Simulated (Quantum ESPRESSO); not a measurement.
**Simulated XPS, UPS and emission spectra of Ta2N**

What would valence photoemission of Ta2N look like, and what sets its shape?

Main program and level: Quantum ESPRESSO 7.5; DFT, PBE, plane waves, ultrasoft GBRV pseudopotentials, scalar-relativistic, in the first sound run; inputs show where later runs differ.

Report form: the programs' logs are mostly left out.

### 1. Set-up

Symmetry: P-3m1, No. 164, trigonal system. The conventional cell has a = 3.113 Å, b = 3.113 Å, c = 4.870 Å, α = 90.00°, β = 90.00°, γ = 120.00°. Nearest to Ta lie 3 N at 2.18 Å. N has 6 Ta at 2.18 Å nearest. Farther neighbours and most contacts between anions are not listed.

As a file:

```cif
data_structure
_symmetry_space_group_name_H-M 'P 1'
_symmetry_Int_Tables_number 1
_cell_length_a 3.1129
_cell_length_b 3.1129
_cell_length_c 4.8698
_cell_angle_alpha 90.000
_cell_angle_beta 90.000
_cell_angle_gamma 120.000
_cell_volume 40.87
loop_
_atom_site_label
_atom_site_type_symbol
_atom_site_fract_x
_atom_site_fract_y
_atom_site_fract_z
_atom_site_occupancy
Ta1 Ta 0.33333 0.66667 0.25471 1
Ta2 Ta 0.66667 0.33333 0.74529 1
N3 N 0.00000 0.00000 0.00000 1
```

### 2. The base run: self-consistent run

First the self-consistent run; potential, DOS and bands follow from it in later steps.

Contents of scf.in:

```
&control
  calculation = 'scf'
  prefix = 'pes'
  outdir = './tmp'
  pseudo_dir = './pp'
  tprnfor = .true.
  tstress = .true.
/
&system
  ibrav = 0
  nat = 3
  ntyp = 3
  ecutwfc = 40.0
  ecutrho = 200.0
  occupations = 'smearing'
  nbnd = 26
  smearing = 'fd'
  degauss = 0.00367
  nspin = 2
  starting_magnetization(1) = 0.046
  starting_magnetization(2) = -0.046
/
&electrons
  conv_thr = 1.8e-08
  mixing_beta = 0.3
  electron_maxstep = 120
/
ATOMIC_SPECIES
Ta 180.9479 ta_pbe_v1.uspp.F.UPF
Ta1 180.9479 ta_pbe_v1.uspp.F.UPF
N 14.0070 n_pbe_v1.2.uspp.F.UPF
CELL_PARAMETERS angstrom
 3.112861506 0.000000000 0.000000000
 -1.556430753 2.695817143 0.000000000
 0.000000000 0.000000000 4.869841000
ATOMIC_POSITIONS crystal
Ta 0.333333333 0.666666667 0.254711000
Ta1 0.666666667 0.333333333 0.745289000
N 0.000000000 0.000000000 0.000000000
K_POINTS automatic
12 12 8 0 0 0
```

Launch:

```sh
> OMP_NUM_THREADS=1 mpirun -n 4 pw.x -nk 4 -in scf.in > scf.out
```

Wall time 30 s (4 MPI ranks of Arm Neoverse V2, shared host); 2 min of CPU time.

This step gave:

```yaml
free_energy: -4137.1999 eV
fermi_energy: 19.56 eV
pressure: -2.956 GPa
```

The run ends at a pressure of -2.96 GPa, with forces up to 0.091 eV/Å.

### 3. The base run: levels for the DOS

The levels for the density of states are solved on the fixed potential, without another SCF cycle.

nscf.in, as its differences from scf.in of step 2:

```diff
@@ -1,3 +1,3 @@
 &control
-  calculation = 'scf'
+  calculation = 'nscf'
   prefix = 'pes'
@@ -5,4 +5,3 @@
   pseudo_dir = './pp'
-  tprnfor = .true.
-  tstress = .true.
+  verbosity = 'high'
 /
@@ -26,2 +25,3 @@
   electron_maxstep = 120
+  diago_full_acc = .true.
 /
@@ -40,2 +40,2 @@
 K_POINTS automatic
-12 12 8 0 0 0
+24 24 12 0 0 0
```

Launch:

```sh
> OMP_NUM_THREADS=1 mpirun -n 4 pw.x -nk 4 -in nscf.in > nscf.out
```

Wall time 70 s (4 MPI ranks); 4.6 min of CPU time.

Numbers from this step:

| Property | Result |
| --- | --- |
| Fermi energy | 19.57 eV |

### 4. Projected DOS and spectra

projwfc.x splits the states by atom and shell, which the spectra need, since each shell has its own cross section.

Contents of projwfc.in:

```
&projwfc
  prefix = 'pes'
  outdir = './tmp'
  filpdos = 'pes'
  ngauss = 0
  degauss = 0.00735
  DeltaE = 0.05
  Emin = -10.43
  Emax = 31.57
/
```

Launch:

```sh
> OMP_NUM_THREADS=1 mpirun -n 4 projwfc.x -nk 4 -in projwfc.in > projwfc.out
```

Wall time 7.1 s (4 MPI ranks).

This step gave:

* zero of energy: Fermi level
* share of occupied states in no projected shell: 0.0023 of the occupied states in the window
* DOS at the Fermi level: 1.146 states/eV/cell

The DOS has structure finer than the step of the table below, so its rows give means over 1 eV, whole bins alone (the curve runs from -19.1 to 9.42 eV). Peaks (eV: height): total -16.6: 4.95, -6.5: 4.47, -2.8: 3.11, 3.3: 3.54; Ta 5d -2.8: 2.21, -1.9: 2.26, 1.8: 2.49, 3.3: 2.92; N 2p -7.9: 1.28, -6.5: 2.78, 1.8: 0.344; Ta 6p -16.6: 0.717, -2.7: 0.642, -1.9: 0.398, 6.0: 0.350; Ta 6s -17.1: 0.166, -8.0: 0.331, 7.7: 0.585, 9.0: 0.435.

Table of DOS by E, zero at the Fermi level; means over each step; values in states/eV/cell:

```
E (eV)    total    Ta 5d     N 2p    Ta 6p    Ta 6s     N 2s
   -18  0.00111   5.5e-6        0   1.7e-4   3.5e-4   5.9e-4
   -17     1.74    0.257   3.4e-4    0.337    0.118     1.03
   -16    0.257   0.0565   1.3e-5   0.0340  0.00340    0.164
   -15        0        0        0        0        0        0
   -14        0        0        0        0        0        0
   -13        0        0        0        0        0        0
   -12        0        0        0        0        0        0
   -11        0        0        0        0        0        0
   -10        0        0        0        0        0        0
    -9    0.122   0.0287   0.0517   0.0165   0.0248   2.4e-4
    -8     1.85    0.505    0.906    0.188    0.237   0.0141
    -7     2.13    0.625     1.24    0.155   0.0932   0.0104
    -6     1.90    0.595     1.21   0.0753  0.00995  0.00121
    -5   0.0199  0.00750  0.00111  0.00412  0.00545  0.00174
    -4     1.02    0.669   0.0572    0.181   0.0872   0.0206
    -3     2.29     1.60    0.119    0.458   0.0937  0.00723
    -2     2.28     1.68    0.148    0.354   0.0695   0.0162
    -1    0.796    0.700   0.0455   0.0317  0.00919  0.00335
     0     1.29     1.14   0.0975   0.0291  0.00574  0.00368
     1     2.07     1.74    0.203   0.0604   0.0311   0.0164
     2     2.62     2.18    0.278   0.0629   0.0417   0.0381
     3     2.60     2.16    0.200   0.0731   0.0609   0.0767
     4     2.84     2.26    0.179    0.101   0.0799    0.183
     5     1.92     1.36    0.215    0.131   0.0675    0.124
     6     1.62    0.894    0.242    0.260   0.0709    0.118
     7     1.07    0.430    0.135    0.224    0.218   0.0333
     8     1.19    0.295    0.103    0.272    0.455   0.0237
```

Sums over each group's atoms; a table of it gives point samples, which can step over narrow peaks. The DOS of the group by E, zero at the Fermi level; values in states/eV:

```
E (eV)  Ta1: Ta 5d  N3: N 2p  Ta1: Ta 6p  Ta1: Ta 6s  N3: N 2s
   -10           0         0           0           0         0
    -8       0.665      1.20       0.257       0.317    0.0212
    -6       0.478     0.998      0.0365     0.00219    3.4e-4
    -4       0.662    0.0498       0.156      0.0850    0.0224
    -2        1.64     0.139       0.298      0.0699    0.0163
     0        1.03    0.0868      0.0264     0.00445   0.00261
     2        2.28     0.305      0.0596      0.0465    0.0368
     4        2.25     0.180       0.103      0.0823     0.194
     6       0.935     0.271       0.340      0.0798     0.140
     8       0.297     0.106       0.255       0.455    0.0199
```

Simulated valence spectra by photon energy, shown to 13 eV, since a deeper line would dwarf them at some energies; the 100 % can be that line's tail at the edge; this run's widths, added to any smearing of the DOS itself: Gaussian 0.6 eV, Lorentzian 0.2 eV. Intensity against binding energy, zero at the Fermi level; values in % of the maximum within 13 eV:

| binding energy (eV) | 21.2 eV | 40.8 eV | 400 eV | 1486.7 eV | 9251.7 eV |
| --- | --- | --- | --- | --- | --- |
| -1 | 1.66 | 1.32 | 1.88 | 1.83 | 1.76 |
| 0 | 26.5 | 20.7 | 29.5 | 29.7 | 27.9 |
| 1 | 37.0 | 28.8 | 41.7 | 41.8 | 39.8 |
| 2 | 81.0 | 63.4 | 93.0 | 91.7 | 90.5 |
| 3 | 76.5 | 59.6 | 87.8 | 87.3 | 88.1 |
| 4 | 34.6 | 27.4 | 42.3 | 39.8 | 41.3 |
| 5 | 5.22 | 4.64 | 5.95 | 4.67 | 4.79 |
| 6 | 57.7 | 57.7 | 55.7 | 32.8 | 30.6 |
| 7 | 63.8 | 63.7 | 64.0 | 37.6 | 38.4 |
| 8 | 49.7 | 49.2 | 53.3 | 32.4 | 38.4 |
| 9 | 6.05 | 5.95 | 6.63 | 4.13 | 5.15 |
| 10 | 1.03 | 1.01 | 1.22 | 0.758 | 0.827 |
| 11 | 0.538 | 0.538 | 0.753 | 0.443 | 0.462 |
| 12 | - | 0.367 | 0.639 | 0.337 | 0.337 |

Maxima picked by a test of local sharpness, so broad peaks and shoulders can be missing; peaks within 0.45 eV of a curve's cut are left out. Valence peaks, by row:

```
photon energy (eV)  binding energy (eV)  height (% of the maximum within 13 eV)  main shell  its share (%)
              21.2                7.954                                   49.98        N 2p          51.25
              21.2                6.454                                     100        N 2p           54.1
              21.2                2.604                                   87.84       Ta 5d          94.49
              21.2               0.4535                                   43.61       Ta 5d          95.77
              40.8                16.65                                   28.18        N 2s          55.41
              40.8                7.954                                   49.49        N 2p          62.31
              40.8                6.454                                     100        N 2p          65.12
              40.8                2.604                                    68.3       Ta 5d          92.36
              40.8               0.4535                                   33.95       Ta 5d          93.48
               400                16.65                                   181.4        N 2s           88.6
               400                7.954                                    53.6       Ta 5d          49.87
               400                6.454                                   97.03       Ta 5d          52.41
               400                2.604                                     100       Ta 5d          92.67
               400               0.4535                                   48.67       Ta 5d          95.82
              1487                16.65                                   51.31        N 2s          59.24
              1487                8.004                                   32.54       Ta 5d          86.05
              1487                6.454                                   56.94       Ta 5d          93.47
              1487                2.604                                     100       Ta 5d          96.98
              1487               0.4535                                   49.13       Ta 5d          99.32
              9252                16.65                                   41.25       Ta 5d          42.18
              9252                8.004                                    38.6       Ta 5d          67.64
              9252                6.504                                   54.35       Ta 5d          90.89
              9252                2.654                                     100       Ta 5d          90.38
              9252               0.4535                                   46.21       Ta 5d          98.46
```

The intensity has structure finer than the step of the table below, so its rows give means over 1 eV, whole bins alone (the curve runs from -19.1 to 1.42 eV). Peaks (eV: height): Ta L-beta5 -2.5: 100.0; N K -8.0: 45.8, -6.4: 99.4; N K, E along x -8.0: 55.7, -6.3: 101; N K, E along y -8.0: 55.7, -6.3: 101; N K, E along z -6.6: 151.

Shapes are the site's partial DOS without matrix elements, which overweights lines from ligand s bands. The intensity by emission energy less the core level's binding energy, zero at the Fermi level; means over each step; values in % of the unpolarised maximum:

| emission energy less the core level's binding energy (eV) | Ta L-beta5 | N K | N K, E along x | N K, E along y | N K, E along z |
| --- | --- | --- | --- | --- | --- |
| -18 | 9.17 | 0.0237 | 0.0239 | 0.0239 | 0.0231 |
| -17 | 11.2 | 0.0405 | 0.0456 | 0.0456 | 0.0303 |
| -16 | 11.8 | 0.0362 | 0.0370 | 0.0370 | 0.0345 |
| -15 | 11.5 | 0.0442 | 0.0446 | 0.0446 | 0.0432 |
| -14 | 11.6 | 0.0579 | 0.0586 | 0.0586 | 0.0565 |
| -13 | 12.7 | 0.0797 | 0.0809 | 0.0809 | 0.0771 |
| -12 | 15.2 | 0.117 | 0.120 | 0.120 | 0.112 |
| -11 | 19.5 | 0.193 | 0.198 | 0.198 | 0.182 |
| -10 | 26.2 | 0.400 | 0.415 | 0.415 | 0.372 |
| -9 | 35.8 | 4.11 | 3.90 | 3.90 | 4.53 |
| -8 | 47.2 | 35.3 | 41.9 | 41.9 | 22.0 |
| -7 | 57.3 | 51.4 | 41.4 | 41.4 | 71.6 |
| -6 | 64.9 | 47.8 | 51.7 | 51.7 | 40.1 |
| -5 | 73.3 | 1.31 | 1.40 | 1.40 | 1.14 |
| -4 | 86.1 | 2.72 | 2.73 | 2.73 | 2.70 |
| -3 | 97.5 | 5.02 | 4.39 | 4.39 | 6.25 |
| -2 | 97.7 | 5.87 | 5.54 | 5.54 | 6.53 |
| -1 | 85.2 | 2.24 | 2.09 | 2.09 | 2.54 |
| 0 | 66.0 | 1.71 | 1.63 | 1.63 | 1.77 |

The spectra weight each projected shell by its atomic cross section (Dirac–Hartree–Slater) and angular factor, for unpolarised light with the analyser at 54.7° from the beam. Broadening, on top of any smearing of the DOS itself: a Gaussian of 0.6 eV and a Lorentzian of 0.2 eV plus 0 times the binding energy (full widths), Fermi edge at 77 K. The files freeze Ta 4f, so the spectra stop above those lines. Curves are cut 10 eV under the photon energy, above any shell that the free atom's threshold puts out of reach, or at the lower edge of the window: 11.2 eV at 21.2 eV, 19.1 eV at 40.8 eV, 19.1 eV at 400 eV, 19.1 eV at 1486.7 eV and 19.1 eV at 9251.7 eV. Dipole terms alone, which is rough above 3 keV; no background, satellites or final-state effects.

Share of each shell in the spectrum's area (%), by photon energy:

```csv
shell,21.2 eV,40.8 eV,400 eV,1486.7 eV,9251.7 eV
Ta 6s,0.0,0.1,1.6,1.7,7.3
Ta 6p,0.7,0.5,1.3,1.6,5.2
Ta 5d,74.8,63.8,57.8,88.4,83.6
N 2s,0.0,4.1,26.1,7.2,3.8
N 2p,24.5,31.6,13.2,1.0,0.1
```

Cross sections used, in Mb an electron:

| shell | 21.2 eV | 40.8 eV | 400 eV | 1486.7 eV | 9251.7 eV |
| --- | --- | --- | --- | --- | --- |
| Ta 6s | 0.025 | 0.013 | 0.0016 | 2.3e-4 | 8.5e-6 |
| Ta 6p | 0.22 | 0.039 | 5.1e-4 | 8.8e-5 | 2.5e-6 |
| Ta 5d | 5.2 | 1.4 | 0.0060 | 0.0012 | 1.0e-5 |
| N 2s | - | 0.52 | 0.016 | 5.8e-4 | 2.6e-6 |
| N 2p | 3.1 | 1.3 | 0.0026 | 2.8e-5 | 2.1e-8 |

At the Fermi level the DOS is 1.15 states/eV a cell, and on the broadened curves Ta 5d holds 89 % of the total there.

### 5. The base run: bands

The bands are solved at chosen points on the fixed potential.

bands.in, as its differences from nscf.in of step 3:

```diff
@@ -1,3 +1,3 @@
 &control
-  calculation = 'nscf'
+  calculation = 'bands'
   prefix = 'pes'
@@ -39,3 +39,12 @@
 N 0.000000000 0.000000000 0.000000000
-K_POINTS automatic
-24 24 12 0 0 0
+K_POINTS crystal
+93
+ 0.00000000 0.00000000 0.00000000 1
+ 0.05000000 0.00000000 0.00000000 1
+ 0.10000000 0.00000000 0.00000000 1
+ 0.15000000 0.00000000 0.00000000 1
+ 0.20000000 0.00000000 0.00000000 1
+ 0.25000000 0.00000000 0.00000000 1
+ ! [... 85 more points ...]
+ 0.33333300 0.33333300 0.05000000 1
+ 0.33333300 0.33333300 0.00000000 1
```

Launch:

```sh
> OMP_NUM_THREADS=1 mpirun -n 4 pw.x -nk 4 -in bands.in > bands.out
```

It took 12 s on 4 MPI ranks.

The electronic bands at the labelled points (eV, zero at the Fermi level; # counts the bands kept):

| point | up #6 | up #7 | up #8 | up #9 | down #6 | down #7 | down #8 | down #9 |
| --- | --- | --- | --- | --- | --- | --- | --- | --- |
| Γ | -0.20 | -0.20 | 0.29 | 0.31 | -0.20 | -0.20 | 0.29 | 0.31 |
| halfway | -1.68 | 0.16 | 1.09 | 1.42 | -1.68 | 0.16 | 1.09 | 1.42 |
| M | -1.36 | 1.79 | 1.90 | 3.72 | -1.36 | 1.79 | 1.90 | 3.72 |
| halfway | -2.04 | 1.35 | 1.90 | 3.00 | -2.04 | 1.35 | 1.90 | 3.00 |
| K | -2.69 | 1.29 | 1.29 | 2.97 | -2.69 | 1.29 | 1.29 | 2.97 |
| halfway | -1.94 | 0.25 | 1.08 | 2.33 | -1.94 | 0.25 | 1.08 | 2.33 |
| Γ | -0.20 | -0.20 | 0.29 | 0.31 | -0.20 | -0.20 | 0.29 | 0.31 |
| halfway | -0.73 | -0.73 | 0.95 | 0.95 | -0.73 | -0.73 | 0.95 | 0.95 |
| A | -1.08 | -1.08 | 1.79 | 1.92 | -1.08 | -1.08 | 1.79 | 1.92 |
| halfway | -1.91 | 0.17 | 0.71 | 1.69 | -1.91 | 0.17 | 0.71 | 1.69 |
| L | -2.10 | -0.25 | 0.75 | 3.31 | -2.10 | -0.25 | 0.75 | 3.31 |
| halfway | -1.49 | -1.18 | 2.03 | 2.05 | -1.49 | -1.18 | 2.03 | 2.05 |
| H | -1.90 | 0.66 | 0.79 | 0.79 | -1.90 | 0.66 | 0.79 | 0.79 |
| halfway | -2.10 | -0.25 | 0.87 | 1.16 | -2.10 | -0.25 | 0.87 | 1.16 |
| A | -1.08 | -1.08 | 1.79 | 1.92 | -1.08 | -1.08 | 1.79 | 1.92 |
| jump to L | -2.10 | -0.25 | 0.75 | 3.31 | -2.10 | -0.25 | 0.75 | 3.31 |
| halfway | -1.68 | 0.75 | 1.31 | 3.32 | -1.68 | 0.75 | 1.31 | 3.32 |
| M | -1.36 | 1.79 | 1.90 | 3.72 | -1.36 | 1.79 | 1.90 | 3.72 |
| jump to H | -1.90 | 0.66 | 0.79 | 0.79 | -1.90 | 0.66 | 0.79 | 0.79 |
| halfway | -2.33 | 1.14 | 1.14 | 1.71 | -2.33 | 1.14 | 1.14 | 1.71 |
| K | -2.69 | 1.29 | 1.29 | 2.97 | -2.69 | 1.29 | 1.29 | 2.97 |

Of the bands kept, 2 cross the Fermi level on this path, both spins counted.

### 6. With spin–orbit coupling: self-consistent run

This step: DFT, PBE, plane waves, norm-conserving PseudoDojo pseudopotentials, with spin-orbit coupling (Quantum ESPRESSO 7.5).

Spin–orbit coupling splits and shifts levels of heavy atoms, so the bands are solved again with spinors.

scf.in, as its differences from that of step 2:

```diff
@@ -12,11 +12,12 @@
   ntyp = 3
-  ecutwfc = 40.0
-  ecutrho = 200.0
+  ecutwfc = 84.0
+  ecutrho = 336.0
   occupations = 'smearing'
-  nbnd = 26
+  nbnd = 52
   smearing = 'fd'
   degauss = 0.00367
-  nspin = 2
   starting_magnetization(1) = 0.046
   starting_magnetization(2) = -0.046
+  noncolin = .true.
+  lspinorb = .true.
 /
@@ -28,5 +29,5 @@
 ATOMIC_SPECIES
-Ta 180.9479 ta_pbe_v1.uspp.F.UPF
-Ta1 180.9479 ta_pbe_v1.uspp.F.UPF
-N 14.0070 n_pbe_v1.2.uspp.F.UPF
+Ta 180.9479 Ta.upf
+Ta1 180.9479 Ta.upf
+N 14.0070 N.upf
 CELL_PARAMETERS angstrom
```

Launch:

```sh
> OMP_NUM_THREADS=1 mpirun -n 4 pw.x -nk 4 -in scf.in > scf.out
```

The job ended after 6.5 min (4 MPI ranks; 26 min of CPU time).

Numbers from this step:

```yaml
free_energy: -3834.9233 eV
fermi_energy: 19.42 eV
pressure: -1.307 GPa
```

The run ends at a pressure of -1.31 GPa, with forces up to 0.100 eV/Å.

### 7. With spin–orbit coupling: bands

bands.in, as its differences from that of step 5:

```diff
@@ -11,11 +11,12 @@
   ntyp = 3
-  ecutwfc = 40.0
-  ecutrho = 200.0
+  ecutwfc = 84.0
+  ecutrho = 336.0
   occupations = 'smearing'
-  nbnd = 26
+  nbnd = 52
   smearing = 'fd'
   degauss = 0.00367
-  nspin = 2
   starting_magnetization(1) = 0.046
   starting_magnetization(2) = -0.046
+  noncolin = .true.
+  lspinorb = .true.
 /
@@ -28,5 +29,5 @@
 ATOMIC_SPECIES
-Ta 180.9479 ta_pbe_v1.uspp.F.UPF
-Ta1 180.9479 ta_pbe_v1.uspp.F.UPF
-N 14.0070 n_pbe_v1.2.uspp.F.UPF
+Ta 180.9479 Ta.upf
+Ta1 180.9479 Ta.upf
+N 14.0070 N.upf
 CELL_PARAMETERS angstrom
```

Launch:

```sh
> OMP_NUM_THREADS=1 mpirun -n 4 pw.x -nk 4 -in bands.in > bands.out
```

Run time: 20 s. Hardware: 4 MPI ranks.

The run was cut off at its time limit.

### 8. A coarser DOS mesh: self-consistent run

This step: DFT, PBE, plane waves, ultrasoft GBRV pseudopotentials, scalar-relativistic (Quantum ESPRESSO 7.5).

A coarser mesh is cheaper; this run shows what it does to the DOS.

scf.in, as its differences from that of step 6:

```diff
@@ -12,12 +12,11 @@
   ntyp = 3
-  ecutwfc = 84.0
-  ecutrho = 336.0
+  ecutwfc = 40.0
+  ecutrho = 200.0
   occupations = 'smearing'
-  nbnd = 52
+  nbnd = 26
   smearing = 'fd'
   degauss = 0.00367
+  nspin = 2
   starting_magnetization(1) = 0.046
   starting_magnetization(2) = -0.046
-  noncolin = .true.
-  lspinorb = .true.
 /
@@ -29,5 +28,5 @@
 ATOMIC_SPECIES
-Ta 180.9479 Ta.upf
-Ta1 180.9479 Ta.upf
-N 14.0070 N.upf
+Ta 180.9479 ta_pbe_v1.uspp.F.UPF
+Ta1 180.9479 ta_pbe_v1.uspp.F.UPF
+N 14.0070 n_pbe_v1.2.uspp.F.UPF
 CELL_PARAMETERS angstrom
```

Launch:

```sh
> OMP_NUM_THREADS=1 mpirun -n 4 pw.x -nk 4 -in scf.in > scf.out
```

Run time: 30 s. Hardware: 4 MPI ranks; 2 min of CPU time.

This step gave:

```
free energy  : -4137.1999 eV
Fermi energy : 19.56 eV
pressure     : -2.956 GPa
```

The run ends at a pressure of -2.96 GPa, with forces up to 0.091 eV/Å.

### 9. A coarser DOS mesh: levels for the DOS

nscf.in, as its differences from that of step 3:

```diff
@@ -40,2 +40,2 @@
 K_POINTS automatic
-24 24 12 0 0 0
+6 6 4 0 0 0
```

Launch:

```sh
> OMP_NUM_THREADS=1 mpirun -n 4 pw.x -nk 4 -in nscf.in > nscf.out
```

Wall time 3.6 s (4 MPI ranks); 14 s of CPU time.

This step gave:

- Fermi energy: 19.66 eV

[end of part 1 of 2]

[Logs are printed without paths, hosts, clocks, repeated set-up lines and the standing remarks that a program may print on its own settings, such as how far it seeks lower states.]

[Hosts, paths, dates, database ids (printed as entryN), source tags and the programs' standing remarks are cut or masked in the printed files.]

[Maps of the electrostatic potential energy from Ansatz leave out the sawtooth potential of an applied field or a dipole correction, so their vacuum need not be flat; work functions include it.]

[Peak lists hold at most the 14 tallest peaks of each spectrum; further lines can be left out.]
